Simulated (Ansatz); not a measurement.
**La2PbS4 (I-42d):Pb_i (4-fold void), thermodynamic levels from a 56-atom cell**

Charge states of Pb_i (4-fold void) in La2PbS4 (I-42d), set against the band edges. Model: a cell of 56 host atoms with 1 Pb put in.

Method: place-levels on PBEsol runs: charge-transition levels and formation energies with image-charge correction and potential alignment at the atomic sites, in Ansatz 0.2.0.

## 1. Set-up

The cell holds 57 atoms: 16 La, 9 Pb and 32 S. Its edges and angles: a = 12.256 Å, b = 12.256 Å, c = 12.285 Å, α = 59.9°, β = 59.9°, γ = 60.2°. It derives from La2PbS4 (space group I-42d). Nearest the centre at fractional (0.970, 0.643, 0.251): Pb57 at 0.00 Å, Pb24 at 2.34 Å, S52 at 2.34 Å, S40 at 2.35 Å, S32 at 2.36 Å, La13 at 2.69 Å, S53 at 2.71 Å, La12 at 2.71 Å.

The host's dielectric constants go in as inputs: (9.97, 9.97, 9.65) for the electrons alone, (38.65, 38.65, 35.03) with the ions, from a response run on this crystal (DFPT, PBEsol) at that run's own cell.

The cell's shortest repeat is 12.3 Å.

## 2. The runs of each charge state

A transition level is the Fermi level at which two charge states cost the same, so each charge needs its own total energy, at its own relaxed structure.

Each atom starts 0.05 Å or so off its site in a random direction. Forces are taken at one point at (¼, ¼, ¼). The cell holds 1 electron more than the neutral one, with a uniform background that keeps it neutral on the whole. The electron count is odd, so at least one spin is unpaired; this run locks the moment at 1 μB.

The sampling was tested on the host first: at the k-points planned (1x1x1 shifted 0.25 0.25 0.25) its energy lies -0.003 eV an atom from the dense-mesh value, under the bound of 0.02 eV set for this test; that bounds the host's error, not the defect's.

One of the inputs; charge, spin and start change from state to state.

qm1_M1.relax/input.yaml

```yaml
crystal:
  lattice:
    - [0.0, 8.68700355, 8.64614056]
    - [8.68700355, 0.0, 8.64614056]
    - [8.68700355, 8.68700355, 0.0]
  atoms:
    - { symbol: La, position: [0.1200609, 0.0049391, 0.1299391] }
    - { symbol: La, position: [0.3700609, 0.2549391, 0.3799391] }
    - { symbol: La, position: [0.6200609, 0.5049391, 0.6299391] }
    - { symbol: La, position: [0.8700609, 0.7549391, 0.8799391] }
    - { symbol: La, position: [0.0049391, 0.1200609, 0.7450609] }
    - { symbol: La, position: [0.2549391, 0.3700609, 0.9950609] }
    - { symbol: La, position: [0.5049391, 0.6200609, 0.2450609] }
    - { symbol: La, position: [0.7549391, 0.8700609, 0.4950609] }
    - { symbol: La, position: [0.2450609, 0.6299391, 0.6200609] }
    - { symbol: La, position: [0.4950609, 0.8799391, 0.8700609] }
    - { symbol: La, position: [0.7450609, 0.1299391, 0.1200609] }
    - { symbol: La, position: [0.9950609, 0.3799391, 0.3700609] }
    - { symbol: La, position: [0.1299391, 0.7450609, 0.0049391] }
    - { symbol: La, position: [0.3799391, 0.9950609, 0.2549391] }
    - { symbol: La, position: [0.6299391, 0.2450609, 0.5049391] }
    - { symbol: La, position: [0.8799391, 0.4950609, 0.7549391] }
    - { symbol: Pb, position: [0.125, 0.625, 0.375] }
    - { symbol: Pb, position: [0.375, 0.875, 0.625] }
    - { symbol: Pb, position: [0.625, 0.125, 0.875] }
    - { symbol: Pb, position: [0.875, 0.375, 0.125] }
    - { symbol: Pb, position: [0.0, 0.0, 0.5] }
    - { symbol: Pb, position: [0.25, 0.25, 0.75] }
    - { symbol: Pb, position: [0.5, 0.5, 0.0] }
    - { symbol: Pb, position: [0.75, 0.75, 0.25] }
    - { symbol: S, position: [0.22082915, 0.97337449, 0.85559432] }
    - { symbol: S, position: [0.47082915, 0.22337449, 0.10559432] }
    - { symbol: S, position: [0.72082915, 0.47337449, 0.35559432] }
    - { symbol: S, position: [0.97082915, 0.72337449, 0.60559432] }
    - { symbol: S, position: [0.23059432, 0.82520204, 0.34582915] }
    - { symbol: S, position: [0.48059432, 0.07520204, 0.59582915] }
    - { symbol: S, position: [0.73059432, 0.32520204, 0.84582915] }
    - { symbol: S, position: [0.98059432, 0.57520204, 0.09582915] }
    - { symbol: S, position: [0.07520204, 0.48059432, 0.84837449] }
    - { symbol: S, position: [0.32520204, 0.73059432, 0.09837449] }
    - { symbol: S, position: [0.57520204, 0.98059432, 0.34837449] }
    - { symbol: S, position: [0.82520204, 0.23059432, 0.59837449] }
    - { symbol: S, position: [0.09837449, 0.84582915, 0.73059432] }
    - { symbol: S, position: [0.34837449, 0.09582915, 0.98059432] }
    - { symbol: S, position: [0.59837449, 0.34582915, 0.23059432] }
    - { symbol: S, position: [0.84837449, 0.59582915, 0.48059432] }
    - { symbol: S, position: [0.10559432, 0.20020204, 0.22337449] }
    - { symbol: S, position: [0.35559432, 0.45020204, 0.47337449] }
    - { symbol: S, position: [0.60559432, 0.70020204, 0.72337449] }
    - { symbol: S, position: [0.85559432, 0.95020204, 0.97337449] }
    - { symbol: S, position: [0.09582915, 0.34837449, 0.57520204] }
    - { symbol: S, position: [0.34582915, 0.59837449, 0.82520204] }
    - { symbol: S, position: [0.59582915, 0.84837449, 0.07520204] }
    - { symbol: S, position: [0.84582915, 0.09837449, 0.32520204] }
    - { symbol: S, position: [0.20020204, 0.10559432, 0.47082915] }
    - { symbol: S, position: [0.45020204, 0.35559432, 0.72082915] }
    - { symbol: S, position: [0.70020204, 0.60559432, 0.97082915] }
    - { symbol: S, position: [0.95020204, 0.85559432, 0.22082915] }
    - { symbol: S, position: [0.22337449, 0.47082915, 0.20020204] }
    - { symbol: S, position: [0.47337449, 0.72082915, 0.45020204] }
    - { symbol: S, position: [0.72337449, 0.97082915, 0.70020204] }
    - { symbol: S, position: [0.97337449, 0.22082915, 0.95020204] }
  supercell: [1, 1, 1]
  defects:
    - { interstitial: { symbol: Pb, position: [0.969833, 0.643032, 0.250942] } }
total_charge: -1
basis:
  ecutwfc: 420
  xc_grid: 2
hamiltonian:
  xc: pbesol
kpoints:
  mp_grid: { grid: [1, 1, 1], shift: [0.25, 0.25, 0.25] }
magnetization:
  spin_polarized: true
  initial_magnetization: 1
  spin_locking: { lock_magnetization: hard }
scf:
  occupations: { method: fixed }
  max_iter: 60
output:
  forces: true
  charged_corrections:
    epsilon: [9.97, 9.97, 9.65]
    static_epsilon: [38.65, 38.65, 35.03]
relax:
  f_tol: 0.02
  max_steps: 80
  random_displacement: { amplitude: 0.05, seed: 1017 }
checkpoint:
  write: "../qm1_M1.relax.run"
  compress: false
  write_wavefunctions: true
  write_every: 100000
```

Started as:

```sh
$ ansatz run input.yaml --threads 8 --pin off --max-ram 14131MiB --backend cpu --events-out ev --progress --plain --runs-dir out
```

The relaxed structure is kept and the sampling changed to a 2×2×2 shifted mesh.

The run of this state that the levels use, under PBEsol:

qm1_M1.point/input.yaml

```yaml
crystal:
  checkpoint: "../qm1_M1.relax.run"
  host: checkpoint
total_charge: -1
basis:
  ecutwfc: 420
  xc_grid: 2
hamiltonian:
  xc: pbesol
kpoints:
  mp_grid: { grid: [2, 2, 2], shift: [0.5, 0.5, 0.5] }
magnetization:
  spin_polarized: true
  initial_magnetization: 1
  spin_locking: { lock_magnetization: hard }
scf:
  occupations: { method: fermi_dirac, width: 0.01 }
  max_iter: 60
output:
  forces: true
  eigenvalues: true
  charged_corrections:
    epsilon: [9.97, 9.97, 9.65]
    static_epsilon: [38.65, 38.65, 35.03]
    defect_position: [0.969833, 0.643032, 0.250942]
  eigenstates: { localisation: true }
  populations: true
  efg: {}
checkpoint:
  read: "../qm1_M1.relax.run"
  write: "../qm1_M1.point.run"
  compress: false
  write_wavefunctions: false
  write_every: 100000
```

Relaxations under PBEsol at one point at (¼, ¼, ¼); times on 8 threads of AMD EPYC 9B45 (Zen 5), shared host:

```csv
charge,moment (μB),occupations,outcome,steps,largest displacement against the far atoms (Å),time
−1,1,fixed,converged,16,1.30,1.8 min
0,0,fixed,converged,16,1.40,55 s
+1,1,fixed,converged,16,1.34,1.7 min
+2,0,fixed,converged,8,0.48,30 s
```

Single points under PBEsol at a 2×2×2 shifted mesh; times on 8 threads of AMD EPYC 9B45 (Zen 5), shared host:

```csv
charge,moment (μB),occupations,outcome,time
−1,1,fermi-dirac,converged,60 s
0,0,fermi-dirac,converged,37 s
+1,1,fermi-dirac,converged,68 s
+2,0,fermi-dirac,converged,35 s
```

Distances (Å) from Pb57 to the nearest atoms after relaxation with PBEsol:

```csv
charge,moment (μB),1.,2.,3.,4.,5.,6.
−1,1,S 2.68,S 2.75,Pb 2.81,S 2.82,La 3.07,S 3.14
0,0,S 2.69,S 2.72,Pb 2.81,S 2.84,S 2.93,La 3.07
+1,1,S 2.67,S 2.68,Pb 2.79,S 2.79,S 2.98,La 3.09
+2,0,S 2.59,S 2.59,S 2.82,S 2.82,Pb 3.00,Pb 3.04
```

## 3. place-levels, PBEsol

A charged cell interacts with its images and the background, and its potential has another zero than the host's. place-levels removes the first by a point-charge model, screened by the static dielectric constant since the ions have relaxed around the charge, and the second by comparing potentials at atoms far from the defect.

The host is a run of the defect-free crystal in the same cutoffs, grids and k-points, so that basis and sampling errors cancel in part in the differences. Its band edges come from a run of the primitive cell that searches the zone for them. Chemical potentials are energies per atom of Pb (fcc), run with the same functional and cutoff.

levels.point.yaml

```yaml
host:
  run: host.point.run
  levels_from: { run: edges.point.run }
states: [qm1_M1.point.run, q0.point.run, qp1_M1.point.run, qp2.point.run]
geometry_from:
  qm1_M1.point.run: qm1_M1.relax.run
  q0.point.run: q0.relax.run
  qp1_M1.point.run: qp1_M1.relax.run
  qp2.point.run: qp2.relax.run
  host.point.run: host.relax.run
chemical_potentials:
  Pb:
    energy: -11754.942211
    dataset: <sha256 of the dataset>
epsilon: [9.97, 9.97, 9.65]
static_epsilon: [38.65, 38.65, 35.03]
vertical:
  - { from: qm1_M1.point.run, to: qm1_M1.point_neutral.run }
  - { from: qp1_M1.point.run, to: qp1_M1.point_neutral.run }
  - { from: qp2.point.run, to: qp2.point_neutral.run }
```

Started as:

```sh
$ ansatz place-levels levels.point.yaml -- --threads 8 --pin off --max-ram 14131MiB
```

Numbers of over 12 decimals in the logs are rounded to 6 here.

Output:

```text
[... repeated set-up lines and file paths are left out, and long positions are rounded to six places ...]
(+2/+1) 1.341 eV above the valence edge, 0.754 eV under the conduction edge; not on the lower envelope
(+1/0) 1.130 eV above the valence edge, 0.965 eV under the conduction edge; not on the lower envelope
(0/-1) 2.090 eV above the valence edge, 0.006 eV under the conduction edge
(+2/0) 1.236 eV above the valence edge, 0.860 eV under the conduction edge: charges between them are lowest nowhere
formation energy of charge +2: +1.784 eV with the Fermi level at the valence edge
formation energy of charge +1: +3.125 eV with the Fermi level at the valence edge
formation energy of charge 0: +4.256 eV with the Fermi level at the valence edge
formation energy of charge -1: +6.346 eV with the Fermi level at the valence edge
vertical -1 to 0: no energy, since no alignment is typed
  the change from vertical[0].from (qm1_M1.point.run) to vertical[0].to (qm1_M1.point_neutral.run): by its potential at epsilon [9.97, 9.97, 9.65] it stands at 0.957 0.672 0.192, with an rms radius of about 4.0 Å (2.1 2.5 2.2 Å across the planes of the cell's [...]
vertical +1 to 0: no energy, since no alignment is typed
  the change from vertical[1].from (qp1_M1.point.run) to vertical[1].to (qp1_M1.point_neutral.run): by its potential at epsilon [9.97, 9.97, 9.65] it stands at 0.726 0.780 0.234, with an rms radius of about 4.1 Å (2.5 2.5 2.0 Å across the planes of the cell's [...]
vertical +2 to 0: no energy, since no alignment is typed
  the change from vertical[2].from (qp2.point.run) to vertical[2].to (qp2.point_neutral.run): by its potential at epsilon [9.97, 9.97, 9.65] it stands at 0.017 0.662 0.278, with an rms radius of about 4.4 Å (3.0 2.3 2.2 Å across the planes of the cell's [...]
  edges by pbesol of host.levels_from (edges.point.run), its mesh sampled to repeats of 37.56 Å (the valence edge +0.047 eV and the conduction edge -0.079 eV from those of the host's own run), gap 2.096 eV; the host is sampled to repeats of 24.51 Å
  the defect's cells are sampled to repeats of 24.51 Å, like sampling
  charge +2: -232806.3862 eV with its correction of +0.907 eV, at epsilon [38.65, 38.65, 35.03], aligned at sites: +0.3519 eV, mean over 16 atomic sites at or beyond 6.13 Å from the defect at [0.9698, 0.6430, 0.2509], with +0.000630 for the charge's moments [...]
  charge +1: -232795.8004 eV with its correction of +0.414 eV, at epsilon [38.65, 38.65, 35.03], aligned at sites: +0.3627 eV, mean over 16 atomic sites at or beyond 6.13 Å from the defect at [0.9698, 0.6430, 0.2509], with +0.000000 for the charge's moments [...]
  charge 0: +0.000 eV for its dipole among its images, +0.000 omitted
  charge -1: -232774.0913 eV with its correction of -0.336 eV, at epsilon [38.65, 38.65, 35.03], aligned at sites: +0.3867 eV, mean over 16 atomic sites at or beyond 6.13 Å from the defect at [0.9698, 0.6430, 0.2509], with +0.000000 for the charge's moments [...]
  of states[3] (qp2.point.run): it parts from the run at its places by a charge that spreads by about 3 Å along one vector (1.7 Å or more is wide), by its potential at epsilon [9.97, 9.97, 9.65], taken for that of held ions (one typed too small widens it), [...]
  of states[2] (qp1_M1.point.run): it parts from the run at its places by a charge that spreads by about 2.5 Å along one vector (1.7 Å or more is wide), by its potential at epsilon [9.97, 9.97, 9.65], taken for that of held ions (one typed too small widens [...]
  of states[1] (q0.point.run): its alignment with the host at atomic sites is doubtful: the mean over the far sites moves by -0.0538 eV from their farther parts to their nearer, more than 0.05 eV. [...]
  of states[0] (qm1_M1.point.run): it parts from the run at its places by a charge that spreads by about 2.5 Å along one vector (1.7 Å or more is wide), by its potential at epsilon [9.97, 9.97, 9.65], taken for that of held ions (one typed too small widens [...]
  of vertical[0].from (qm1_M1.point.run): its displacements don't fall off away from the defect: farther atoms stand 0.071 Å off the host's places. [...]
  of vertical[0].to (qm1_M1.point_neutral.run): its displacements don't fall off away from the defect: farther atoms stand 0.071 Å off the host's places. [...]
  of vertical[1].from (qp1_M1.point.run): its displacements don't fall off away from the defect: farther atoms stand 0.087 Å off the host's places. [...]
  of vertical[1].to (qp1_M1.point_neutral.run): its displacements don't fall off away from the defect: farther atoms stand 0.087 Å off the host's places. [...]
  of vertical[2].from (qp2.point.run): its displacements don't fall off away from the defect: farther atoms stand 0.069 Å off the host's places. [...]
  vertical[2].to (qp2.point_neutral.run): levels filled in part (TS 0.010 eV): its energy is of no whole electron's
  of vertical[2].to (qp2.point_neutral.run): its displacements don't fall off away from the defect: farther atoms stand 0.069 Å off the host's places. [...]
```

Run time: 0.31 s. Hardware: 8 threads of AMD EPYC 9B45 (Zen 5), shared host.

Levels between the charges placed, in eV above the valence top:

```csv
,gap (eV),(+2/+1),(+1/0),(0/−1)
PBEsol,2.10,1.34,1.13,2.09
```

Corrections by state:

```csv
charge,moment (μB),image terms and alignment (eV),band filling (eV),ε used,"over the lowest of its charge, as the program ranks them, band filling apart (eV)"
+2,0.0,0.907,-,"principal values (35.03, 38.65, 38.65)",0.000
+1,1.0,0.414,-,"principal values (35.03, 38.65, 38.65)",0.000
0,0.0,0.000,-,-,0.000
−1,1.0,-0.336,-,"principal values (35.03, 38.65, 38.65)",0.000
```

The charged structures listed were also run neutral, and place-levels reads from each pair, by the potential or the spins, how wide the charge is by which they differ; that can be the carrier of either run.

```csv
charge,rms radius (Å),spread where it is widest against the cell (Å),wide from (Å),reading
+2,4.4,3.04,1.73,wide
+1,4.1,2.49,1.73,wide
−1,4.0,2.54,1.73,wide
```

The neutral runs of these pairs need not share the spin of the lowest neutral state, and very wide values only mean spread over the cell.

From the program's caveats on the states, each cut to its opening words:

- charge +2: it parts from the run at its places by a charge that spreads by about 3 Å along one vector (1.7 Å or more is wide), by its potential at epsilon [9.97, 9.97, [...]
- charge +2: its displacements don't fall off away from the defect: farther atoms stand 0.069 Å off the host's places
- charge +1 (1 μB), −1 (1 μB): it parts from the run at its places by a charge that spreads by about 2.5 Å along one vector (1.7 Å or more is wide), by its potential at epsilon [9.97, 9.97, [...]
- charge +1 (1 μB): its sublattices stand up to 0.0587 Å off the host's, which by the two runs' forces adds about +0.02 eV to its energy against the host's, and moves the band [...]
- charge +1 (1 μB): its displacements don't fall off away from the defect: farther atoms stand 0.087 Å off the host's places
- charge 0: its alignment with the host at atomic sites is doubtful: the mean over the far sites moves by -0.0538 eV from their farther parts to their nearer, more than [...]
- charge 0: its sublattices stand up to 0.0622 Å off the host's, which by the two runs' forces adds about +0.01 eV to its energy against the host's, and moves the band [...]
- charge 0: its displacements don't fall off away from the defect: farther atoms stand 0.084 Å off the host's places
- charge −1 (1 μB): its displacements don't fall off away from the defect: farther atoms stand 0.071 Å off the host's places

Chemical potentials of the elements' reference phases, run alike. Formation energies (elemental references), with the Fermi level at the valence top and at the conduction bottom (gap 2.10 eV):

```csv
charge,at valence top (eV),at conduction bottom (eV),correction included (eV)
+2,1.78,5.98,0.91
+1,3.13,5.22,0.41
0,4.26,4.26,0.00
−1,6.35,4.25,-0.34
```

(Fermi level (eV), lowest formation energy (eV)): (0.00, 1.78), (0.19, 2.16), (0.38, 2.55), (0.57, 2.93), (0.76, 3.31), (0.95, 3.69), (1.14, 4.07), (1.33, 4.26), (1.52, 4.26), (1.71, 4.26), (1.91, 4.26), (2.10, 4.25)

## 4. The same at the relaxations' own k-points

The relaxations' own energies give the levels at their sampling, for comparison.

levels.relax_mesh.yaml

```yaml
host:
  run: host.relax.run
  levels_from: { run: edges.relax.run }
states: [qm1_M1.relax.run, q0.relax.run, qp1_M1.relax.run, qp2.relax.run]
chemical_potentials:
  Pb:
    energy: -11754.942211
    dataset: <sha256 of the dataset>
```

Started as:

```sh
$ ansatz place-levels levels.relax_mesh.yaml -- --threads 8 --pin off --max-ram 14131MiB
```

Output:

```text
[...]
(0/-1) 2.036 eV above the valence edge, 0.060 eV under the conduction edge
[...]
formation energy of charge +2: +1.745 eV with the Fermi level at the valence edge
formation energy of charge +1: +3.118 eV with the Fermi level at the valence edge
formation energy of charge 0: +4.195 eV with the Fermi level at the valence edge
formation energy of charge -1: +6.231 eV with the Fermi level at the valence edge
  edges by pbesol of host.levels_from (edges.relax.run), its mesh sampled to repeats of 37.56 Å (the valence edge +0.062 eV and the conduction edge -0.160 eV from those of the host's own run), gap 2.096 eV; the host is sampled to repeats of 12.26 Å
[... the lines on each state left out ...]
```

Elapsed: 0.1 s, on 8 threads.

Levels between neighbouring charges, in eV above the valence top:

```csv
,gap (eV),(+2/+1),(+1/0),(0/−1)
"one point at (¼, ¼, ¼)",2.10,1.37,1.08,2.04
a 2×2×2 shifted mesh,2.10,1.34,1.13,2.09
```

Going from one point at (¼, ¼, ¼) to a 2×2×2 shifted mesh moves the levels that carry no band-filling term by up to 0.05 eV and formation energies against the elements by up to 0.12 eV.

## 5. Results

| Item | Value |
| --- | --- |
| gap of the host | 2.10 eV (PBEsol) |
| level (plus 2/plus 1) | 1.34 eV above the valence top, not a change between lowest states |
| level (plus 1/0) | 1.13 eV above the valence top, not a change between lowest states |
| level (0/minus 1) | 2.09 eV above the valence top |
| level (plus 2/0) | 1.24 eV above the valence top |
| lowest of the charges placed, just above the valence top (0.02 eV) | +2 |
| lowest of the charges placed, just below the conduction bottom (0.02 eV) | 0 |
| lowest formation energy at mid-gap of the charges run, elemental references | 3.88 eV |

What this shows: Of the charges placed (−1, 0, +1 and +2), the lowest changes at 1.24 eV (+2/0) above the valence top, in a gap of 2.10 eV. (+2/0) passes over charge +1, which lies 0.11 eV above the two there; a lower structure or spin state of it, if missed, would change that. (0/−1) lies 0.01 eV from a band edge, less than the doubt on such levels. Charges above +2 were not placed, so these runs say nothing of levels that involve them. States placed: +2 at 0 μB; +1 at 1 μB; 0 at 0 μB; −1 at 1 μB. Other spin states or structures, where not listed, weren't placed. At charge −1, 0 and +1 the atom put in ends up to 1.0 Å from its starting place, so the name tells the start alone and the levels can join different sites. Going from one point at (¼, ¼, ¼) to a 2×2×2 shifted mesh moves the levels that carry no band-filling term by up to 0.05 eV and formation energies against the elements by up to 0.12 eV. The program doubts the alignment of potentials for at least one state, a sign that the cell is small. What this leaves open: PBEsol makes the gap too small and tends to spread out bound carriers; spin–orbit coupling, which can matter with heavy atoms, is left out; force components of up to 0.14 eV/Å remain in a run at the final settings.

[Logs are printed without paths, hosts, clocks, repeated set-up lines and the standing remarks that a program may print on its own settings, such as how far it seeks lower states.]

[Hosts, paths, dates, database ids (printed as entryN), source tags and the programs' standing remarks are cut or masked in the printed files.]

[Where a table of states has a column of steps, it counts the stored structures, which are thinned; the runs took as many ionic steps or more.]

[A defect's name tells the site on which it was built; relaxed atoms can leave that site.]

[For some hosts the program warned that the k-mesh of the response run may be too coarse for force constants and the static dielectric constant; such warnings are not shown here.]
